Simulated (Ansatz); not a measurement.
# GaN (P6_3mc): lattice thermal conductivity, part 2 of 3

How well does the lattice of GaN conduct heat?

Measurements to reproduce:
- thermal conductivity 210 W/m/K near room temperature (given in “Combining the AFLOW GIBBS and Elastic Libraries to efficiently and robustly screen thermo-mechanical properties of solids”, 2017, arXiv:1611.05714)

Ansatz 0.2.0; DFT LDA, scalar-relativistic, plane waves, PAW; PAW set soft_1.

So far. Step 2 (A first coarse run): The start is under -4.5 GPa at this level and looks like an insulator or semiconductor on this mesh. Step 4 (Tight relaxation): The residual pressure is -0.0016 GPa, small enough for phonons. The relaxed cell has a = 3.152, c = 5.138 Å (conventional setting).

The database entry behind the starting cell differs from later determinations by our own check (about 0.3 % short, ideal inner coordinate), so it need not match the best structure at ambient conditions.

### 6. A cheap rung

A small supercell and a short cutoff cost little, and show how far such settings carry.

Input file input.yaml:

```yaml
crystal:
  lattice:
    - [3.15164975, 0.0, 0.0]
    - [-1.575824875, 2.7294087473, 0.0]
    - [0.0, 0.0, 5.1383029334]
  atoms:
    - { symbol: Ga, position: [0.3333333333, 0.6666666667, -0.0006990692] }
    - { symbol: Ga, position: [0.6666666667, 0.3333333333, 0.4993009308] }
    - { symbol: "N", position: [0.3333333333, 0.6666666667, 0.3756990692] }
    - { symbol: "N", position: [0.6666666667, 0.3333333333, 0.8756990692] }
kpoints:
  mp_grid: { grid: [9, 9, 6] }
hamiltonian:
  xc: lda
  pseudopotentials: { kind: paw, azcp: { folder: soft_1 }, xc_functional: pbe }
scf:
  occupations: { method: fixed }
  lower_state_search: "off"
output:
  eigenvalues: true
phonons:
  method: fd
  dielectric: true
  supercell: [3, 3, 2]
  temperatures: { t_max: 1000, t_step: 50 }
  qpath:
    path:
      - [[0.0, 0.0, 0.0], [0.5, 0.0, 0.0], [0.33333333, 0.33333333, 0.0], [0.0, 0.0, 0.0], [0.0, 0.0, 0.5], [0.5, 0.0, 0.5], [0.33333333, 0.33333333, 0.5], [0.0, 0.0, 0.5]]
      - [[0.5, 0.0, 0.5], [0.5, 0.0, 0.0]]
      - [[0.33333333, 0.33333333, 0.0], [0.33333333, 0.33333333, 0.5]]
    npoints: 10
  third_order: { supercell: [3, 3, 2], pair_cutoff: 2.084 }
  lattice_thermal_conductivity:
    qmesh: [13, 13, 7]
    temperatures: [100.0, 150.0, 200.0, 300.0, 400.0, 500.0, 600.0, 800.0]
    isotope_mass_variance:
      - { species: Ga, variance: 0.0001971 }
      - { species: "N", variance: 1.838e-05 }
```

On the command line:

```sh
ansatz run input.yaml --threads 18 --pin off --max-ram 92160MiB --backend cuda --events-out ev --progress --plain --runs-dir out --max-vram 78GiB
```

Numbers of over 12 decimals in the logs are rounded to 6 here.

The program printed:

```text
Warning: phonons: the dynamical matrix that this run interpolates holds no multipole term above the dipole-dipole one, and a site of this crystal is no centre of inversion, so its interpolated transverse optical and acoustic branches and sound speeds can stay off near Gamma, and the density of states and the thermodynamics with them. What a run solves at a wave vector of phonons.qpoints, Gamma apart, where the deck admits one, is free of this, and under fd what a larger phonons.supercell samples
Warning: phonons.dielectric: true without phonons.rigid_motions: the static dielectric tensor ε⁰ will be withheld (ε∞, Z* and the rows of modes are given); for a crystal or a slab, whose only rigid motions are the translations, set phonons.rigid_motions: translations
[...]
Crystal: 72 atoms, lattice volume = 795.607 Å³
Basis set: ecut = 420 eV, 15527 PW (Γ)
Bands: 396, of which v1, the nominal top of the filled ones, is band 324 counted from 1 (323 counted from 0)
Symmetry: 216 space group operations
k-points: 6 of 27 (time reversal used)
[...]
SCF iter   1: F=—  HF=-146955.562362 eV  |F-HF|=—  |Δ(HF+E_count)|=         —  Δρ=3.44e-8  dr2=7.73e-12  ethr=1.00e-12  ⟨swp⟩=3.0  Hψ=5853  notcnv=0
[...]
SCF iter   2: F=-146955.562362 eV  HF=-146955.562362 eV  |F-HF|=8.73e-11  |Δ(HF+E_count)|=  2.91e-11  Δρ=1.45e-8  dr2=1.12e-12  ethr=1.00e-12  ⟨swp⟩=3.0  Hψ=4993  notcnv=0
SCF 1 converged in 2 iterations: F = -146955.562362 eV  dr2 = 1.12e-12
[...]
Crystal: 4 atoms, lattice volume = 44.200 Å³
Basis set: ecut = 420 eV, 845 PW (Γ), exchange–correlation on 48×48×72 points (8 copies of the dense FFT grid, shifted against one another)
Bands: 22, of which v1, the nominal top of the filled ones, is band 18 counted from 1 (17 counted from 0)
Symmetry: 12 space group operations
k-points: 140 of 486 (irreducible under 2 space group operations, time reversal used)
[...]
SCF iter   1: F=—  HF=-8164.197911 eV  |F-HF|=—  |Δ(HF+E_count)|=         —  Δρ=8.32e-8  dr2=2.37e-12  ethr=1.69e-8  ⟨swp⟩=3.0  Hψ=20406  notcnv=0  defer=251
eigensolver tolerance schedule: the retry pair's looser diagonalisation over-reported the residual by 2570807.15 of it (diagonalisation noise at an unbounded share of the residual, at the tolerance the schedule requests for it); recorded, not acted on — ethr = c·dr2/N_el stays at c = 1.0e-1
[...]
SCF 2 converged in 2 iterations: F = -8164.197911 eV  dr2 = 2.15e-12
[...]
ε⁰ (static dielectric tensor): not given — the deck does not say what the cell's rigid motions are, and on a molecule in a box or a wire the rigid rotations would enter the sum over the modes at Γ. For a crystal or a slab, whose only rigid motions are the translations, set phonons.rigid_motions: translations.
  Born effective charges Z* (e; rows j = field, columns β = displacement):
    site 0:
         2.58548    0.00000   -0.00000
        -0.00000    2.58548    0.00000
        -0.00000   -0.00000    2.72158
    site 1:
         2.58548    0.00000   -0.00000
        -0.00000    2.58548   -0.00000
        -0.00000   -0.00000    2.72158
    site 2:
        -2.58548    0.00000    0.00000
         0.00000   -2.58548    0.00000
         0.00000    0.00000   -2.72158
    site 3:
        -2.58548   -0.00000   -0.00000
        -0.00000   -2.58548   -0.00000
        -0.00000   -0.00000   -2.72158
  Z* charge neutrality: 3.483e-3 e pre-enforcement
  solved inside a basis spanned on the 9×9×6 k-mesh, on 10×10×6 k-points, its susceptibility summed on 18×18×10: ε∞ is read to err by 1.7e-2, Z* by 2.0e-2 e; Z* is corrected for what the basis lacks
  optical modes at Γ without the LO–TO term, one row a degenerate level:
      ω (cm⁻¹)  modes    IR ((D/Å)²/amu)
        139.85      2             0.0000
        335.93      1             0.0000
        538.37      1            29.3019
        560.36      2            52.8890
        569.46      2             0.0000
        698.05      1             0.0000
  optical modes at Γ + LO–TO along q̂ = [1.0000, 0.0000, 0.0000]:
      ω (cm⁻¹)  modes    IR ((D/Å)²/amu)
        139.85      2             0.0000
        335.93      1             0.0000
        538.37      1            29.3019
        560.36      1            26.4445
        569.46      2             0.0000
        698.05      1             0.0000
        735.60      1            26.4445
  optical modes at Γ + LO–TO along q̂ = [0.0000, 1.0000, 0.0000]:
      ω (cm⁻¹)  modes    IR ((D/Å)²/amu)
        139.85      2             0.0000
        335.93      1             0.0000
        538.37      1            29.3019
        560.36      1            26.4445
        569.46      2             0.0000
        698.05      1             0.0000
        735.60      1            26.4445
  optical modes at Γ + LO–TO along q̂ = [0.0000, 0.0000, 1.0000]:
      ω (cm⁻¹)  modes    IR ((D/Å)²/amu)
        139.85      2             0.0000
        335.93      1             0.0000
        560.36      2            52.8890
        569.46      2             0.0000
        698.05      1             0.0000
        730.74      1            29.3019
  density of states and harmonic sums: on the 24×24×12 q-mesh, interpolated from the force constants of a 3×3×2 supercell (with the dipole–dipole term)
  largest difference from the sums on the solved wave vectors: F 3.02e-2 eV, S 4.47e-5 and C_V 1.41e-5 eV/K
  zero-point energy: 0.314312 eV/cell   skipped modes (ω ≤ 0): 3   left out of the sums: 3.62e-5 of the cell's modes: C_V's classical limit lies that fraction below 3 k_B per atom; for a crystal, a wire or a layer, F and S can be off by more, and a phonons.interpolated_qmesh denser along its periods is the remedy for the sampling
--- Third-order force constants: 124 member SCFs in a 3×3×2 supercell (pair cutoff 2.084 Å, amplitude 0.03 Å, SCF threshold 1.00e-9 eV, Σ member SCF iterations 1116) ---
  symmetry images taken by strict's conditions (phonons.symmetry_images: auto; settled by the asymmetry read); asymmetry of the core-correction force 6.3e-7 eV/Å at the most on a site, 2.4e-5 eV/Å summed over every site of the supercell
  52 force-constant blocks with the first atom in the home cell, fitted with 34 parameters over 6 symmetry orbits; no atom triplet left out
  sum-rule residual: 1.762e0 → 8.566e-14 eV/Å³; symmetrization residual: 1.757e-1 eV/Å³; largest sum-rule correction relative to its orbit: 4.590e-2, on the orbit of the block of home site 2 with site 2 of cell (0, 0, 0) and site 2 of cell (0, 0, 0), whose norm before the correction was 1.495e2 eV/Å³
--- Lattice thermal conductivity: 13×13×7 mesh (84 irreducible points), tetrahedron method ---
  three-phonon and isotope scattering only; four-phonon, boundary and, in a metal, phonon-electron scattering are left out
  each conductivity is what the modes' populations carry and what the coherences between them add
  conductivity (a third of the tensor's trace), W/(m K), in the relaxation-time approximation and from the full solution:
       T (K)   relaxation time   full solution  iterations             ending  least Ritz value
      100.00          983.9740        978.3227           6          converged          7.915e-1
      150.00          629.1703        620.8597           7          converged          6.999e-1
      200.00          456.9954        449.5016           8          converged          6.240e-1
      300.00          302.4288        296.9543           8          converged          5.994e-1
      400.00          233.9717        229.7420           8          converged          5.953e-1
      500.00          194.5116        191.0599           9          converged          5.835e-1
      600.00          168.1301        165.2089           9          converged          5.784e-1
      800.00          134.0630        131.8246           9          converged          5.690e-1
```

Elapsed: 4.4 min, on 1 × NVIDIA GB200 with 18 threads of Arm Neoverse V2, shared host; peak memory 3.7 GiB.

This step gave:

- lowest frequency on the path: 0 cm⁻¹
- zero-point energy: 0.3143 eV/cell
- point group: 6mm
- highest frequency: 735.6 cm⁻¹
- Debye temperature from the second moment: 884 K
- κ at 300 K (relaxation time): 302.4 W/m/K
- κ at 300 K (full solution): 297 W/m/K
- dipole term: run
- mean free path at half of κ: 370 nm
- share of κ above the three lowest branches: 0.303
- third-order blocks: 52
- periodic aliases dropped: 0
- largest relative sum-rule correction: 0.04590
- displaced cells, third order: 124

W/m/K. Kappa, by row:

```csv
T (K),RTA xx,RTA yy,RTA zz,full xx,full yy,full zz,coherence part xx,coherence part yy,coherence part zz,ending,iterations,least Ritz value
100,966.5,966.5,1019,968.8,968.8,997.4,0.2359,0.2359,0.002777,converged,6,0.791
150,619.4,619.4,648.6,615.9,615.9,630.7,0.2623,0.2623,0.00548,converged,7,0.7
200,451.6,451.6,467.8,447.5,447.5,453.5,0.2588,0.2588,0.008866,converged,8,0.624
300,300,300,307.2,296.9,296.9,297.1,0.2404,0.2404,0.01644,converged,8,0.599
400,232.4,232.4,237,230.1,230.1,229.1,0.2234,0.2234,0.02382,converged,8,0.595
500,193.3,193.3,196.9,191.4,191.4,190.3,0.2099,0.2099,0.0307,converged,9,0.583
600,167.1,167.1,170.2,165.6,165.6,164.5,0.1995,0.1995,0.03713,converged,9,0.578
800,133.2,133.2,135.8,132.1,132.1,131.3,0.1856,0.1856,0.04904,converged,9,0.569
```

This rung gives 302 W/(m K) at 300 K by relaxation time, but with 72 atoms, 1 neighbour distance inside the cutoff and a 13×13×7 mesh it is a test, not the conductivity of the crystal.

(Continued in part 3 of 3.)

[Logs are printed without paths, hosts, clocks, repeated set-up lines and the standing remarks that a program may print on its own settings, such as how far it seeks lower states.]

[Hosts, paths, dates, database ids (printed as entryN), source tags and the programs' standing remarks are cut or masked in the printed files.]

[A step with changed settings may run another functional than the one named; its input shows which.]
